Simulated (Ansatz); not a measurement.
# O on Mg(0001): change of the work function, part 3 of 4

Wanted: Δφ(θ) for O/Mg(0001), starting from the fcc site.

Ansatz 0.2.0; plane-wave DFT, PBE, Ansatz PAW.

So far, work function, upper face (eV): step 2 (the clean slab) 3.79; step 3 (37 atoms, coverage 0.111 ML, cell 3x3) 3.83.

### Step 4. The covered slab, k-mesh 6×6×1, coverage 0.25 ML

System of this step: O/Mg(0001). The cell holds 17 atoms: 16 Mg and 1 O. Cell: a = 6.420 Å, b = 6.420 Å, c = 26.902 Å, α = 90.0°, β = 90.0°, γ = 60.0°. Vacuum lies along c.

Another coverage, to see how the dipoles act on each other as their distance changes.

The input, input.yaml:

```yaml
crystal:
  lattice:
    - [6.4199999999, 0.0, 0.0]
    - [3.21, 5.5598830922, 0.0]
    - [0.0, 0.0, 26.9023579548]
  atoms:
    - { symbol: Mg, position: [0.3333333333, 0.3333333333, 0.3345431659] }
    - { symbol: Mg, position: [0.0, 0.0, 0.4314313273] }
    - { symbol: Mg, position: [0.3333333333, 0.3333333333, 0.5285089692] }
    - { symbol: Mg, position: [0.0, 0.0, 0.626273979] }
    - { symbol: Mg, position: [0.3333333333, 0.8333333333, 0.3345431659] }
    - { symbol: Mg, position: [0.0, 0.5, 0.4314313273] }
    - { symbol: Mg, position: [0.3333333333, 0.8333333333, 0.5285089692] }
    - { symbol: Mg, position: [0.0, 0.5, 0.626273979] }
    - { symbol: Mg, position: [0.8333333333, 0.3333333333, 0.3345431659] }
    - { symbol: Mg, position: [0.5, 0.0, 0.4314313273] }
    - { symbol: Mg, position: [0.8333333333, 0.3333333333, 0.5285089692] }
    - { symbol: Mg, position: [0.5, 0.0, 0.626273979] }
    - { symbol: Mg, position: [0.8333333333, 0.8333333333, 0.3345431659] }
    - { symbol: Mg, position: [0.5, 0.5, 0.4314313273] }
    - { symbol: Mg, position: [0.8333333333, 0.8333333333, 0.5285089692] }
    - { symbol: Mg, position: [0.5, 0.5, 0.626273979] }
    - { symbol: O, position: [0.1666666667, 0.1666666667, 0.6654568341] }
kpoints:
  mp_grid: { grid: [6, 6, 1] }
hamiltonian:
  xc: pbe
scf:
  occupations: { method: fermi_dirac, width: 0.1 }
  convergence: { dr2_threshold: 1.0e-08 }
efield:
  axis: 3
  dipole_correction: true
  ramp_position: 0.97
  ramp_width: 0.06
relax:
  f_tol: 0.02
  max_steps: 60
  constraints: [{ sites: [0, 1, 4, 5, 8, 9, 12, 13] }]
output:
  dos: { projected: true, e_range: [-8, 4] }
  write_potential: true
  write_density: true
  volumetric_format: npy
  elf: true
```

Run with:

```
ansatz run input.yaml --threads 4 --pin off --max-ram 16384MiB --backend cpu --events-out ev --progress --plain --runs-dir out
```

Numbers of over 12 decimals in the logs are rounded to 6 here.

Output:

```text
[...]
Crystal: 17 atoms, lattice volume = 960.265 Å³
Basis set: ecut = 420 eV, 18821 PW (Γ), exchange–correlation on 90×90×360 points (8 copies of the dense FFT grid, shifted against one another)
Bands: 100, of which v1, the nominal top of the filled ones, is band 83 counted from 1 (82 counted from 0)
Symmetry: 6 space group operations
[...]
k-points: 7 of 36 (time reversal used)
[...]
SCF iter   1: F=—  HF=-31346.724819 eV  |F-HF|=—  |Δ(HF+E_count)|=         —  Δρ=8.28e-4  dr2=6.42e-2  ethr=1.77e-3  p=-0.170 e·Å  D=-3.21e-2 V/Å  ΔV_dip=0.86 eV  dr2_dipole=2.06e-2  V_vac-E_F(+/−)=4.63/3.77 eV  ⟨swp⟩=14.4  Hψ=3927  notcnv=0  defer=6
[...]
SCF iter   7: F=-31346.721850 eV  HF=-31346.721850 eV  |F-HF|=3.50e-9  |Δ(HF+E_count)|=   1.05e-7  Δρ=6.77e-7  dr2=4.27e-9  ethr=6.02e-12  p=-0.164 e·Å  D=-3.08e-2 V/Å  ΔV_dip=0.83 eV  dr2_dipole=1.05e-10  V_vac-E_F(+/−)=4.58/3.75 eV  ⟨swp⟩=15.1  Hψ=4473  notcnv=0
SCF 1 converged in 7 iterations: F = -31346.721850 eV  dr2 = 4.27e-9
[...]
relax step   1: F+E_penalty+E_count = -31346.72184992 eV  Δ(F+E_penalty+E_count) = +0.000e0 eV  max|allowed force component| = 2.168e0 eV/Å  Δτ_max = 0.0000 Å  (7 SCF iters, accepted)
[...]
SCF iter   8: F=-31347.130487 eV  HF=-31347.130487 eV  |F-HF|=1.92e-9  |Δ(HF+E_count)|=   3.17e-8  Δρ=2.74e-7  dr2=1.18e-9  ethr=6.02e-12  p=-0.116 e·Å  D=-2.18e-2 V/Å  ΔV_dip=0.59 eV  dr2_dipole=2.41e-11  V_vac-E_F(+/−)=4.34/3.76 eV  ⟨swp⟩=12.3  Hψ=4048  notcnv=0
SCF 2 converged in 8 iterations: F = -31347.130487 eV  dr2 = 1.18e-9
relax step   2: F+E_penalty+E_count = -31347.13048689 eV  Δ(F+E_penalty+E_count) = -4.086e-1 eV  max|allowed force component| = 1.352e0 eV/Å  Δτ_max = 0.1040 Å  (8 SCF iters, accepted)
SCF iter   1: F=—  HF=-31347.415941 eV  |F-HF|=—  |Δ(HF+E_count)|=         —  Δρ=4.91e-3  dr2=3.13e-1  ethr=1.86e-3  p=-0.116 e·Å  D=-2.18e-2 V/Å  ΔV_dip=0.59 eV  dr2_dipole=2.72e-2  V_vac-E_F(+/−)=4.34/3.75 eV  ⟨swp⟩=4.1  Hψ=1626  notcnv=0  defer=2
[...]
SCF iter   8: F=-31347.323429 eV  HF=-31347.323429 eV  |F-HF|=1.14e-9  |Δ(HF+E_count)|=   7.33e-8  Δρ=7.07e-7  dr2=9.90e-9  ethr=6.02e-12  p=-0.036 e·Å  D=-6.77e-3 V/Å  ΔV_dip=0.18 eV  dr2_dipole=1.18e-9  V_vac-E_F(+/−)=3.94/3.76 eV  ⟨swp⟩=11.4  Hψ=4480  notcnv=0
SCF 3 converged in 8 iterations: F = -31347.323429 eV  dr2 = 9.90e-9
relax step   3: F+E_penalty+E_count = -31347.32342913 eV  Δ(F+E_penalty+E_count) = -1.929e-1 eV  max|allowed force component| = 1.545e-1 eV/Å  Δτ_max = 0.1839 Å  (8 SCF iters, accepted)
[...]
relax step   4: F+E_penalty+E_count = -31347.33290157 eV  Δ(F+E_penalty+E_count) = -9.472e-3 eV  max|allowed force component| = 4.483e-2 eV/Å  Δτ_max = 0.0762 Å  (7 SCF iters, accepted)
SCF iter   1: F=—  HF=-31347.333528 eV  |F-HF|=—  |Δ(HF+E_count)|=         —  Δρ=1.49e-4  dr2=8.64e-4  ethr=6.84e-6  p=-0.033 e·Å  D=-6.21e-3 V/Å  ΔV_dip=0.17 eV  dr2_dipole=3.35e-5  V_vac-E_F(+/−)=3.93/3.76 eV  ⟨swp⟩=3.0  Hψ=1154  notcnv=0  defer=5
[...]
SCF iter   6: F=-31347.333400 eV  HF=-31347.333400 eV  |F-HF|=5.05e-9  |Δ(HF+E_count)|=   1.88e-8  Δρ=3.72e-7  dr2=1.90e-9  ethr=6.02e-12  p=-0.031 e·Å  D=-5.88e-3 V/Å  ΔV_dip=0.16 eV  dr2_dipole=3.12e-11  V_vac-E_F(+/−)=3.92/3.76 eV  ⟨swp⟩=10.1  Hψ=3679  notcnv=0
SCF 5 converged in 6 iterations: F = -31347.333400 eV  dr2 = 1.90e-9
relax step   5: F+E_penalty+E_count = -31347.33340010 eV  Δ(F+E_penalty+E_count) = -4.985e-4 eV  max|allowed force component| = 9.420e-3 eV/Å  Δτ_max = 0.0095 Å  (6 SCF iters, accepted)
[...]
SCF converged after 6 iterations
Free energy (F): -31347.333400 eV
[...]
Internal energy: -31347.060355 eV  (E = F + TS)
E sigma→0 (E₀):  -31347.196877 eV
Entropy (-TS):   -0.273045 eV (-16.061 meV/atom)
Fermi energy:    -0.104081 eV
Dipole field:    D = -0.005877 V/Å  (p = -0.031189 e·Å, saw-weighted, corrected)
Work function:   Φ+ = 3.9226 eV   Φ− = 3.7645 eV
[...]
--- Forces (eV/Å), atoms counted from 1 ---
  atom   1  Mg    -0.02946190    -0.01700984    -0.02210680
  atom   2  Mg    -0.03178699    -0.01835222     0.02551572
  atom   3  Mg    -0.00021446    -0.00012382    -0.00094464
  atom   4  Mg     0.00622708     0.00359521     0.00377178
  atom   5  Mg     0.00000000     0.03401967    -0.02210680
  atom   6  Mg     0.00000000     0.03670445     0.02551572
  atom   7  Mg     0.00000000     0.00024763    -0.00094464
  atom   8  Mg    -0.00000000    -0.00719042     0.00377178
  atom   9  Mg     0.02946190    -0.01700984    -0.02210680
  atom  10  Mg     0.03178699    -0.01835222     0.02551572
  atom  11  Mg     0.00021446    -0.00012382    -0.00094464
  atom  12  Mg    -0.00622708     0.00359521     0.00377178
  atom  13  Mg     0.00000000     0.00000000    -0.01310816
  atom  14  Mg     0.00000000     0.00000000     0.00697024
  atom  15  Mg     0.00000000     0.00000000    -0.00341614
  atom  16  Mg    -0.00000000     0.00000000     0.00026203
  atom  17  O     -0.00000000     0.00000000    -0.00941999
  max |Σ_I F_I| component: 3.82e-6 eV/Å
--- Band table (eV; the first three rows and the last of 7) ---
  k-point 0: bands = [... 79 lower, -1.1457, -1.1457, -0.8135, -0.7591, -0.7591, -0.5910, 0.1783, 0.1783, ... 13 higher]
  k-point 1: bands = [... 79 lower, -0.9657, -0.9371, -0.6998, -0.4235, -0.3079, -0.1677, 0.2177, 0.3132, ... 13 higher]
  k-point 2: bands = [... 79 lower, -0.7525, -0.6183, -0.3594, -0.1600, 0.1458, 0.2658, 0.9788, 0.9866, ... 13 higher]
  k-point 6: bands = [... 79 lower, -0.7229, -0.3413, -0.2966, -0.2466, 0.3443, 0.4097, 0.5596, 0.6418, ... 13 higher]
--- Relaxed structure (5 steps of the walk, 5 accepted, 0 SCFs on fresh bases) ---
  F+E_penalty+E_count = -31347.33340010 eV   max|allowed force component| = 9.420e-3 eV/Å
  atoms:
    - { symbol: Mg, position: [0.333333, 0.333333, 0.334543] }
    - { symbol: Mg, position: [2.6667121670171395e-17, 2.6667121670171398e-17, 0.431431] }
    - { symbol: Mg, position: [0.332207, 0.332207, 0.527157] }
    - { symbol: Mg, position: [0.0022112, 0.0022112, 0.633119] }
    - { symbol: Mg, position: [0.333333, 0.833333, 0.334543] }
    - { symbol: Mg, position: [5.551115123125783e-17, 0.500000, 0.431431] }
    - { symbol: Mg, position: [0.332207, 0.835587, 0.527157] }
    - { symbol: Mg, position: [0.0022112, 0.495578, 0.633119] }
    - { symbol: Mg, position: [0.833333, 0.333333, 0.334543] }
    - { symbol: Mg, position: [0.500000, 2.66671216701714e-17, 0.431431] }
    - { symbol: Mg, position: [0.835587, 0.332207, 0.527157] }
    - { symbol: Mg, position: [0.495578, 0.0022112, 0.633119] }
    - { symbol: Mg, position: [0.833333, 0.833333, 0.334543] }
    - { symbol: Mg, position: [0.5, 0.500000, 0.431431] }
    - { symbol: Mg, position: [0.833333, 0.833333, 0.533298] }
    - { symbol: Mg, position: [0.5, 0.500000, 0.618966] }
    - { symbol: O, position: [0.166667, 0.166667, 0.655383] }
```

Elapsed: 79 s, on 4 threads of Intel Xeon Platinum 8259CL at 2.50GHz (Skylake/Cascade Lake), shared host; peak memory 2.4 GiB; 5 min of CPU time.

The steps of the relaxation:

```csv
step,energy less that of the first step (eV),largest force component (eV/Å)
1,0.0000,2.1681
2,-0.4086,1.3524
3,-0.6016,0.1545
4,-0.6111,0.0448
5,-0.6115,0.0094
```

Forces are held to the 6 operations that the run works with; a distortion that breaks them can't arise in this run.

The atoms that moved most (Å):

```csv
atom,dx,dy,dz,length
O17,0.000,0.000,-0.271,0.271
Mg16,0.000,0.000,-0.197,0.197
Mg12,-0.021,0.012,0.184,0.186
Mg4,0.021,0.012,0.184,0.186
Mg8,0.000,-0.025,0.184,0.186
Mg15,0.000,0.000,0.129,0.129
Mg11,0.011,-0.006,-0.036,0.038
Mg7,0.000,0.013,-0.036,0.038
```

The relaxed structure:

```xyz
17
Lattice="6.4200 0.0000 0.0000 3.2100 5.5599 0.0000 0.0000 0.0000 26.9024" Properties=species:S:1:pos:R:3
Mg    3.2100    1.8533    9.0000
Mg    0.0000    0.0000   11.6065
Mg    3.1992    1.8470   14.1818
Mg    0.0213    0.0123   17.0324
Mg    4.8150    4.6332    9.0000
Mg    1.6050    2.7799   11.6065
Mg    4.8150    4.6458   14.1818
Mg    1.6050    2.7554   17.0324
Mg    6.4200    1.8533    9.0000
Mg    3.2100    0.0000   11.6065
Mg    6.4308    1.8470   14.1818
Mg    3.1887    0.0123   17.0324
Mg    8.0250    4.6332    9.0000
Mg    4.8150    2.7799   11.6065
Mg    8.0250    4.6332   14.3470
Mg    4.8150    2.7799   16.6516
O     1.6050    0.9266   17.6314
```

This step gave:

```yaml
energy_at_zero_smearing: -31347.1969 eV
work_function_upper_face: 3.923 eV
dipole_along_the_normal: -0.03119 e·Å
step_between_the_vacuum_levels: 0.1581 eV
```

The density of states has structure finer than the step of the table below, so its rows give means over 0.25 eV, whole bins alone (the curve runs from -8 to 1.98 eV). Peaks (eV: height): -4.330: 21.3, -3.040: 18.8, -2.140: 20.6, -0.540: 24.9, -0.120: 16.3, 1.110: 26.7, 1.860: 18.4.

Table of density of states by energy, zero at the Fermi level; means over each step:

```csv
energy (eV),density of states (states/eV a cell)
-6.75,0
-6.50,0.430
-6.25,1.54
-6.00,1.54
-5.75,1.59
-5.50,3.54
-5.25,3.20
-5.00,3.65
-4.75,3.49
-4.50,3.52
-4.25,12.1
-4.00,6.57
-3.75,5.18
-3.50,4.68
-3.25,5.76
-3.00,7.19
-2.75,7.05
-2.50,6.41
-2.25,7.30
-2.00,2.93
-1.75,7.28
-1.50,10.0
-1.25,4.29
-1.00,6.03
-0.75,6.04
-0.50,7.33
-0.25,9.50
0.00,7.94
0.25,7.52
0.50,6.11
0.75,4.34
1.00,11.6
1.25,8.24
1.50,9.25
1.75,8.53
```

Projected DOS per atom over height of the atomic layer and energy from the Fermi level. Layers: Mg4 Mg4 Mg4 Mg4 O from below.

Values in states/eV, 22 rows by 5 columns, each cell a mean:
```
0.07 0.08 0.08 0.12 0.07
0.17 0.16 0.14 0.17 0.09
0.19 0.12 0.11 0.14 0.08
0.14 0.11 0.10 0.14 0.09
0.13 0.17 0.20 0.18 0.15
0.18 0.09 0.15 0.18 0.20
0.18 0.23 0.19 0.22 0.14
0.38 0.33 0.33 0.30 0.35
0.22 0.20 0.23 0.17 0.29
0.37 0.32 0.28 0.30 0.67
0.33 0.31 0.28 0.19 1.41
0.29 0.22 0.25 0.15 2.23
0.34 0.32 0.31 0.10 1.49
0.26 0.21 0.22 0.37 4.13
0.17 0.22 0.21 0.19 0.92
0.17 0.19 0.22 0.21 0.33
0.14 0.21 0.24 0.10 0.08
0.05 0.17 0.14 0.02 0.01
0.03 0.10 0.07 0.01 0.00
0.00 0.00 0.00 0.00 0.00
0.00 0.00 0.00 0.00 0.00
0.00 0.00 0.00 0.00 0.00
```
Columns: height of the atomic layer (Å) from 9 to 17.6 (not evenly spaced); rows upwards: energy from the Fermi level (eV) from -7.96 to 1.95.

ELF in the ca plane at fractional y = 0.000, with atoms of Mg within 0.2 Å of it. It is the smooth field of the valence electrons, not physical close to the nuclei.

Values, 9 rows by 16 columns, each cell a mean:
```
0.61 0.27 0.30 0.25 0.59 0.60 0.41 0.23 0.19 0.17 0.04 0.00 0.00 0.00 0.00 0.00
0.27 0.45 0.29 0.42 0.32 0.17 0.43 0.38 0.50 0.47 0.10 0.01 0.00 0.00 0.00 0.00
0.20 0.49 0.41 0.46 0.26 0.11 0.41 0.51 0.65 0.51 0.11 0.01 0.00 0.00 0.00 0.00
0.56 0.29 0.24 0.27 0.55 0.53 0.43 0.19 0.17 0.23 0.05 0.00 0.00 0.00 0.00 0.00
0.66 0.26 0.35 0.26 0.64 0.68 0.38 0.28 0.23 0.07 0.02 0.00 0.00 0.00 0.00 0.00
0.46 0.34 0.17 0.34 0.45 0.43 0.37 0.13 0.25 0.21 0.03 0.00 0.00 0.00 0.00 0.00
0.17 0.50 0.51 0.52 0.18 0.12 0.30 0.28 0.63 0.35 0.05 0.00 0.00 0.00 0.00 0.00
0.37 0.40 0.19 0.40 0.36 0.32 0.35 0.13 0.35 0.26 0.03 0.00 0.00 0.00 0.00 0.00
0.65 0.26 0.34 0.26 0.63 0.66 0.38 0.27 0.21 0.08 0.02 0.00 0.00 0.00 0.00 0.00
```
Columns run along c (16.0 Å, from fractional 0.35 to 0.94 of the cell), rows up along a (6.4 Å). Atoms in or near the plane, at fractional coordinates: Mg at (0.43, 0.00), Mg at (0.63, 0.00), Mg at (0.43, 0.50), Mg at (0.63, 0.50).

Valence density in the ca plane at fractional y = 0.000, with atoms of Mg within 0.2 Å of it. It is the smooth field of the valence electrons, not physical close to the nuclei.

Ten steps, logarithmic in the rise over the least value, from '0' (0 e/Å³) to '9' (24 e/Å³), each cell a mean:
```
00001588400000000001687300000000000000000000
00000133100000000000132000000000000000000000
00000000000000000000000000000000000000000000
00000000000000000000000000000000000000000000
00000000000000000000000000000000000000000000
00000000000000000000000000000000000000000000
00000143100000000000243100000000000000000000
00001588410000000001687300000000000000000000
00001699510000000001798400000000000000000000
00000366300000000001476200000000000000000000
00000011000000000000121100000000000000000000
00000000000000000000011110000000000000000000
00000000000000000000011210000000000000000000
00000000000000000000011110000000000000000000
00000011000000000000121100000000000000000000
00000366200000000001476200000000000000000000
00001699510000000001799400000000000000000000
```
Columns run along c (16.0 Å, from fractional 0.35 to 0.94 of the cell), rows up along a (6.4 Å). Atoms in or near the plane, at fractional coordinates: Mg at (0.43, 0.00), Mg at (0.63, 0.00), Mg at (0.43, 0.50), Mg at (0.63, 0.50).

Electrostatic potential energy in the ca plane at fractional y = 0.000, with atoms of Mg within 0.2 Å of it. With pseudopotentials it is smooth inside the atoms' cores, unlike the true potential.

Ten even steps from '0' (-48 eV) to '9' (4 eV), each cell a mean:
```
99987200379999999987100589999999999999999999
99998644789999999998645789999999999999999999
88999888899998889999888899999999999999999999
88999999999988788999999999999999999999999999
88999999999988788999999999999999999999999999
88999888899998889999888899999999999999999999
99998644789999999998645789999999999999999999
99987300379999999987200589999999999999999999
99987200379999999986000389999999999999999999
99998511589999999987312689999999999999999999
89998867889998899998767899999999999999999999
88999988999988889999999999999999999999999999
78999999999987789999999999999999999999999999
88999988999988889999999999999999999999999999
89998877889998899998767899999999999999999999
99998511589999999987312689999999999999999999
99987100279999999986000389999999999999999999
```
Columns run along c (16.0 Å, from fractional 0.35 to 0.94 of the cell; values clipped at the 3rd and 97th percentile), rows up along a (6.4 Å). Atoms in or near the plane, at fractional coordinates: Mg at (0.43, 0.00), Mg at (0.63, 0.00), Mg at (0.43, 0.50), Mg at (0.63, 0.50).

The relaxation took 5 steps and lowered the energy by 0.61 eV; the largest force on the free atoms ends at 0.0094 eV/Å.

By hand: a sheet of dipoles makes a step −p/(ε₀A) in the electron's potential. With e/ε₀ = 180.95 V·Å, p = -0.03119 e·Å and A = 35.69 Å², that is −180.95 × (-0.03119) / 35.69 = +0.158 eV, and the two vacuum levels of the run differ by +0.158 eV.

The covered face has 3.92 eV, +0.14 eV against the clean one; the bare back face has moved by -0.03 eV, a measure of how thin the slab is.

### Step 5. Adsorbate added, k-mesh 6×6×1, coverage 0.5 ML

System of this step: O/Mg(0001). The cell holds 18 atoms: 16 Mg and 2 O. Its edges and angles: a = 6.420 Å, b = 6.420 Å, c = 26.902 Å, α = 90.0°, β = 90.0°, γ = 60.0°. Vacuum lies along c.

Another coverage, to see how the dipoles act on each other as their distance changes.

input.yaml: that of step 4 with these lines changed.

```diff
@@ -23,2 +23,3 @@
     - { symbol: O, position: [0.1666666667, 0.1666666667, 0.6654568341] }
+    - { symbol: O, position: [0.6666666667, 0.1666666667, 0.6654568341] }
 kpoints:
```

Output:

```text
[...]
Crystal: 18 atoms, lattice volume = 960.265 Å³
Basis set: ecut = 420 eV, 18821 PW (Γ), exchange–correlation on 90×90×360 points (8 copies of the dense FFT grid, shifted against one another)
Bands: 104, of which v1, the nominal top of the filled ones, is band 86 counted from 1 (85 counted from 0)
Symmetry: 4 space group operations
[...]
- { symbol: Mg, position: [0.00165981, 0.496680, 0.628942] }
[...]
- { symbol: Mg, position: [0.833333, 0.8333333333, 0.334543] }
    - { symbol: Mg, position: [0.500000, 0.5, 0.431431] }
    - { symbol: Mg, position: [0.833958, 0.832083, 0.530915] }
    - { symbol: Mg, position: [0.501660, 0.496680, 0.628942] }
    - { symbol: O, position: [0.162438, 0.175123, 0.653204] }
    - { symbol: O, position: [0.662438, 0.175123, 0.653204] }
[key lines of the parts left out:]
SCF converged after 6 iterations
Free energy (F): -31916.557194 eV
Fermi energy:    -0.005639 eV
Dipole field:    D = -0.002354 V/Å  (p = -0.012494 e·Å, saw-weighted, corrected)
Work function:   Φ+ = 3.8132 eV   Φ− = 3.7499 eV
```

Elapsed: 3.6 min, on 4 threads; peak memory 2.9 GiB.

(Continued in part 4 of 4.)

[Logs are printed without paths, hosts, clocks, repeated set-up lines and the standing remarks that a program may print on its own settings, such as how far it seeks lower states.]

[Hosts, paths, dates, database ids (printed as entryN), source tags and the programs' standing remarks are cut or masked in the printed files.]

[Maps of the electrostatic potential energy from Ansatz leave out the sawtooth potential of an applied field or a dipole correction, so their vacuum need not be flat; planar profiles and work functions include it.]

[The density of states shown here was stored with 400 of the rows of the run's finer table, so its peaks can read low, often by over a quarter, or be missed, and its means over a window can be off by a tenth or more.]
